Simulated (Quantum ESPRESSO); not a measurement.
## Magnetic state of LaSi2Ru3 from several starts

Wanted: the moments of LaSi2Ru3 and the energy of each order that was tried.

Program: Quantum ESPRESSO 7.5. Level of theory: PBEsol; plane waves with GBRV 1.5 PBEsol potentials, no spin-orbit coupling. Results are calculated unless marked as measured.

## (1) Set-up

Symmetry: P6_3/m, No. 176, hexagonal system. The conventional cell has a = 5.676 Å, b = 5.676 Å, c = 7.120 Å, α = 90.00°, β = 90.00°, γ = 120.00°. Nearest to La lie 6 Si at 3.28 Å and 12 Ru at 3.28 to 3.42 Å and 2 La at 3.56 Å. Nearest to Si lie 6 Ru at 2.39 to 2.45 Å and 3 La at 3.28 Å and 3 Si at 3.28 Å. Ru has 4 Si at 2.39 to 2.45 Å and 4 Ru at 2.76 to 2.93 Å and 4 La at 3.28 to 3.42 Å nearest. Farther neighbours are not listed.

Structure file:

```cif
data_structure
_symmetry_space_group_name_H-M 'P6_3/m'
_symmetry_Int_Tables_number 176
_cell_length_a 5.6760
_cell_length_b 5.6760
_cell_length_c 7.1200
_cell_angle_alpha 90.000
_cell_angle_beta 90.000
_cell_angle_gamma 120.000
_cell_volume 198.65
loop_
_atom_site_label
_atom_site_type_symbol
_atom_site_symmetry_multiplicity
_atom_site_Wyckoff_symbol
_atom_site_fract_x
_atom_site_fract_y
_atom_site_fract_z
_atom_site_occupancy
La1 La 2 b 0.00000 0.00000 0.00000 1
Si1 Si 4 f 0.33333 0.66667 0.00000 1
Ru1 Ru 6 h 0.48000 0.99000 0.25000 1
```

The cell comes from the Crystallography Open Database.

## (2) Run 1 (ferro ++++++)

The signs are those of the starting moments on the seeded atoms, the atoms that are given a moment.

pw.in reads:

```
&CONTROL
  calculation = 'scf'
  prefix = 'pwscf'
  outdir = './tmp'
  pseudo_dir = './pseudo'
  disk_io = 'nowf'
/
&SYSTEM
  ibrav = 0
  nat = 12
  ntyp = 3
  ecutwfc = 40
  ecutrho = 280
  nbnd = 89
  occupations = 'smearing'
  smearing = 'fd'
  degauss = 0.00734986
  nspin = 2
  starting_magnetization(1) = 0
  starting_magnetization(2) = 0
  starting_magnetization(3) = 0.0938
/
&ELECTRONS
  conv_thr = 2.4d-08
  electron_maxstep = 150
  mixing_beta = 0.3
/
ATOMIC_SPECIES
La    138.9055 la_pbesol_v1.uspp.F.UPF
Si     28.0850 si_pbesol_v1.uspp.F.UPF
Ru    101.0700 ru_pbesol_v1.2.uspp.F.UPF
CELL_PARAMETERS angstrom
   5.6760000000    0.0000000000    0.0000000000
  -2.8380000000    4.9155601919    0.0000000000
   0.0000000000    0.0000000000    7.1200000000
ATOMIC_POSITIONS crystal
La      0.0000000000    0.0000000000    0.0000000000
La      0.0000000000    0.0000000000    0.5000000000
Si      0.3333333333    0.6666666667    0.0000000000
Si      0.6666666667    0.3333333333    0.5000000000
Si      0.6666666667    0.3333333333    0.0000000000
Si      0.3333333333    0.6666666667    0.5000000000
Ru      0.4800000000    0.9900000000    0.2500000000
Ru      0.4900000000    0.4800000000    0.7500000000
Ru      0.0100000000    0.4900000000    0.2500000000
Ru      0.5200000000    0.0100000000    0.7500000000
Ru      0.5100000000    0.5200000000    0.2500000000
Ru      0.9900000000    0.5100000000    0.7500000000
K_POINTS automatic
6 6 6 0 0 0
```

Run with:

```sh
> OMP_NUM_THREADS=1 mpirun -n 8 pw.x -nk 8 -in pw.in > pw.out
```

Log:

```text
Program PWSCF v.7.5 starts

     Message from routine setup:
     using ibrav=0 with symmetry is DISCOURAGED, use correct ibrav instead

     K-points division:     npool     =       8
     Subspace diagonalization in iterative solution of the eigenvalue problem:

     G-vector sticks info
     --------------------
     sticks:   dense  smooth     PW     G-vecs:    dense   smooth      PW
     Sum        2221    1273    367               106139    45871    7079

     Using Slab Decomposition

     bravais-lattice index     =            0
     lattice parameter (alat)  =      10.7261  a.u.
     unit-cell volume          =    1340.5777 (a.u.)^3
     number of atoms/cell      =           12
     number of atomic types    =            3
     number of electrons       =       134.00
     number of Kohn-Sham states=           89
     kinetic-energy cutoff     =      40.0000  Ry
     charge density cutoff     =     280.0000  Ry
     scf convergence threshold =      2.4E-08
     mixing beta               =       0.3000
     number of iterations used =            8  plain     mixing
     Exchange-correlation= SLA  PW   PSX  PSC
                           (   1   4  10   8   0   0   0)

     celldm(1)=  10.726085  celldm(2)=   0.000000  celldm(3)=   0.000000
     celldm(4)=   0.000000  celldm(5)=   0.000000  celldm(6)=   0.000000

     crystal axes: (cart. coord. in units of alat)
               a(1) = (   1.000000   0.000000   0.000000 )
               a(2) = (  -0.500000   0.866025   0.000000 )
               a(3) = (   0.000000   0.000000   1.254405 )

     reciprocal axes: (cart. coord. in units 2 pi/alat)
               b(1) = (  1.000000  0.577350 -0.000000 )
               b(2) = (  0.000000  1.154701  0.000000 )
               b(3) = (  0.000000 -0.000000  0.797191 )

     PseudoPot. # 1 for La read from file:
     la_pbesol_v1.uspp.F.UPF
     Pseudo is Ultrasoft + core correction, Zval = 11.0
     Generated by new atomic code, or converted to UPF format
     Using radial grid of  995 points,  8 beta functions with:
                l(1) =   0
                l(2) =   0
                l(3) =   1
                l(4) =   1
                l(5) =   2
                l(6) =   2
                l(7) =   3
                l(8) =   3
     Q(r) pseudized with  8 coefficients,  rinner =    1.700   1.700   1.700
                                                       1.700   1.700   1.700
                                                       1.700

     PseudoPot. # 2 for Si read from file:
     si_pbesol_v1.uspp.F.UPF
     Pseudo is Ultrasoft + core correction, Zval =  4.0
     Generated by new atomic code, or converted to UPF format
     Using radial grid of  899 points,  6 beta functions with:
                l(1) =   0
                l(2) =   0
                l(3) =   1
                l(4) =   1
                l(5) =   2
                l(6) =   2
     Q(r) pseudized with  8 coefficients,  rinner =    0.900   0.900   0.900
                                                       0.900   0.900

     PseudoPot. # 3 for Ru read from file:
     ru_pbesol_v1.2.uspp.F.UPF
     Pseudo is Ultrasoft + core correction, Zval = 16.0
     Generated by new atomic code, or converted to UPF format
     Using radial grid of  967 points,  6 beta functions with:
                l(1) =   0
                l(2) =   0
                l(3) =   1
                l(4) =   1
                l(5) =   2
                l(6) =   2
     Q(r) pseudized with  8 coefficients,  rinner =    1.300   1.300   1.300
                                                       1.300   1.300

     atomic species   valence    mass     pseudopotential
     La               11.00   138.90550     La( 1.00)
     Si                4.00    28.08500     Si( 1.00)
     Ru               16.00   101.07000     Ru( 1.00)

     Starting magnetic structure
     atomic species   magnetization
     La              0.000
     Si              0.000
     Ru              0.094

     12 Sym. Ops., with inversion, found ( 6 have fractional translation)

   Cartesian axes

     site n.     atom                  positions (alat units)
         1        La     tau(   1) = (   0.0000000   0.0000000   0.0000000  )
         2        La     tau(   2) = (   0.0000000   0.0000000   0.6272023  )
         3        Si     tau(   3) = (  -0.0000000   0.5773503   0.0000000  )
         4        Si     tau(   4) = (   0.5000000   0.2886751   0.6272023  )
         5        Si     tau(   5) = (   0.5000000   0.2886751   0.0000000  )
         6        Si     tau(   6) = (  -0.0000000   0.5773503   0.6272023  )
         7        Ru     tau(   7) = (  -0.0150000   0.8573651   0.3136011  )
         8        Ru     tau(   8) = (   0.2500000   0.4156922   0.9408034  )
         9        Ru     tau(   9) = (  -0.2350000   0.4243524   0.3136011  )
        10        Ru     tau(  10) = (   0.5150000   0.0086603   0.9408034  )
        11        Ru     tau(  11) = (   0.2500000   0.4503332   0.3136011  )
        12        Ru     tau(  12) = (   0.7350000   0.4416730   0.9408034  )

     number of k points=    32  Fermi-Dirac smearing, width (Ry)=  0.0073
                       cart. coord. in units 2pi/alat
        k(    1) = (   0.0000000   0.0000000   0.0000000), wk =   0.0046296
        k(    2) = (   0.0000000   0.0000000   0.1328652), wk =   0.0092593
        k(    3) = (   0.0000000   0.0000000   0.2657303), wk =   0.0092593
        k(    4) = (   0.0000000   0.0000000  -0.3985955), wk =   0.0046296
        k(    5) = (   0.0000000   0.1924501   0.0000000), wk =   0.0277778
        [... 27 further k-points ...]

     Dense  grid:   106139 G-vectors     FFT dimensions: (  60,  60,  72)

     Smooth grid:    45871 G-vectors     FFT dimensions: (  45,  45,  60)

     Generating pointlists ...
     new r_m :   0.2382 (alat units)  2.5545 (a.u.) for type    1
     new r_m :   0.1735 (alat units)  1.8613 (a.u.) for type    2
     new r_m :   0.1735 (alat units)  1.8613 (a.u.) for type    3

     Initial potential from superposition of free atoms

     starting charge     127.9385, renormalised to     134.0000

     negative rho (up, down):  3.254E-01 2.828E-01
     Starting wfcs are  134 randomized atomic wfcs

     Self-consistent Calculation

     iteration #  1     ecut=    40.00 Ry     beta= 0.30
     Davidson diagonalization with overlap
     ethr =  1.00E-02,  avg # of iterations =  2.0

     negative rho (up, down):  3.007E-01 2.726E-01

     total energy              =   -1405.62903399 Ry
     estimated scf accuracy    <      12.50133045 Ry

     total magnetization       =     3.33 Bohr mag/cell
     absolute magnetization    =     3.89 Bohr mag/cell

     iteration #  2     ecut=    40.00 Ry     beta= 0.30
     Davidson diagonalization with overlap
     ethr =  9.33E-03,  avg # of iterations =  3.6

     negative rho (up, down):  2.966E-01 2.754E-01

     total energy              =   -1408.40379333 Ry
     estimated scf accuracy    <       2.96063634 Ry

     total magnetization       =     1.47 Bohr mag/cell
     absolute magnetization    =     2.13 Bohr mag/cell

     iteration #  3     ecut=    40.00 Ry     beta= 0.30
     Davidson diagonalization with overlap
     ethr =  2.21E-03,  avg # of iterations =  2.0

     negative rho (up, down):  2.881E-01 2.837E-01

     total energy              =   -1408.50656486 Ry
     estimated scf accuracy    <       0.36266026 Ry

     total magnetization       =     2.10 Bohr mag/cell
     absolute magnetization    =     2.73 Bohr mag/cell

     [... further iterations left out ...]

     iteration # 15     ecut=    40.00 Ry     beta= 0.30
     Davidson diagonalization with overlap
     ethr =  2.08E-09,  avg # of iterations =  2.0

     negative rho (up, down):  2.776E-01 2.776E-01

     total energy              =   -1408.66493578 Ry
     estimated scf accuracy    <       0.00000013 Ry

     total magnetization       =     0.00 Bohr mag/cell
     absolute magnetization    =     0.00 Bohr mag/cell

     iteration # 16     ecut=    40.00 Ry     beta= 0.30
     Davidson diagonalization with overlap
     ethr =  9.61E-11,  avg # of iterations =  4.3

     negative rho (up, down):  2.776E-01 2.776E-01

     total energy              =   -1408.66493586 Ry
     estimated scf accuracy    <       0.00000004 Ry

     total magnetization       =     0.00 Bohr mag/cell
     absolute magnetization    =     0.00 Bohr mag/cell

     iteration # 17     ecut=    40.00 Ry     beta= 0.30
     Davidson diagonalization with overlap
     ethr =  3.33E-11,  avg # of iterations =  3.5

     negative rho (up, down):  2.776E-01 2.776E-01

     total energy              =   -1408.66493588 Ry
     estimated scf accuracy    <       0.00000003 Ry

     total magnetization       =     0.00 Bohr mag/cell
     absolute magnetization    =     0.00 Bohr mag/cell

     iteration # 18     ecut=    40.00 Ry     beta= 0.30
     Davidson diagonalization with overlap
     ethr =  2.55E-11,  avg # of iterations =  1.5

     negative rho (up, down):  2.776E-01 2.776E-01

     Magnetic moment per site  (integrated on atomic sphere of radius R)
     atom   1 (R=0.238)  charge=  8.6471  magn=  0.0000
     atom   2 (R=0.238)  charge=  8.6471  magn=  0.0000
     atom   3 (R=0.174)  charge=  1.9948  magn=  0.0000
     atom   4 (R=0.174)  charge=  1.9948  magn=  0.0000
     atom   5 (R=0.174)  charge=  1.9948  magn=  0.0000
     atom   6 (R=0.174)  charge=  1.9948  magn=  0.0000
     atom   7 (R=0.174)  charge= 13.1530  magn= -0.0000
     atom   8 (R=0.174)  charge= 13.1530  magn= -0.0000
     atom   9 (R=0.174)  charge= 13.1530  magn= -0.0000
     atom  10 (R=0.174)  charge= 13.1530  magn= -0.0000
     atom  11 (R=0.174)  charge= 13.1530  magn= -0.0000
     atom  12 (R=0.174)  charge= 13.1530  magn= -0.0000

     End of self-consistent calculation

     [... lines left out ...]
     the Fermi energy is    16.3395 ev

!    total energy              =   -1408.66493588 Ry
     estimated scf accuracy    <          2.4E-09 Ry
     smearing contrib. (-TS)   =      -0.02382946 Ry
     internal energy E=F+TS    =   -1408.64110643 Ry

     The total energy is F=E-TS. E is the sum of the following terms:
     one-electron contribution =    -447.82588675 Ry
     hartree contribution      =     299.50571093 Ry
     xc contribution           =    -270.52410272 Ry
     ewald contribution        =    -989.79682790 Ry

     total magnetization       =    -0.00 Bohr mag/cell
     absolute magnetization    =     0.00 Bohr mag/cell

     convergence has been achieved in  18 iterations

=------------------------------------------------------------------------------=
   JOB DONE.
=------------------------------------------------------------------------------=
```

It took 4.3 min on 8 MPI ranks of Arm Neoverse V1, shared host; peak memory 2.6 GiB; 34 min of CPU time.

The spin moment in the atom's sphere vanishes on all atoms.

Read from the output:

```
smearing term TS       : 0.3242 eV
magnetization          : 0 μB
absolute magnetization : 0 μB
final state            : non-magnetic
```

(Part 1 of 2 ends here.)

[Logs and program files are shortened in this print: banners, set-up blocks, solver, clock and traceback lines can be left out without a mark of their own.]

[Logs are printed without paths, hosts, clocks, repeated set-up lines and the standing remarks that a program may print on its own settings, such as how far it seeks lower states.]

[Hosts, paths, dates, database ids (printed as entryN), source tags and the programs' standing remarks are cut or masked in the printed files.]

[Where a cell is said to come from a database of computed structures, the database is the Materials Project.]
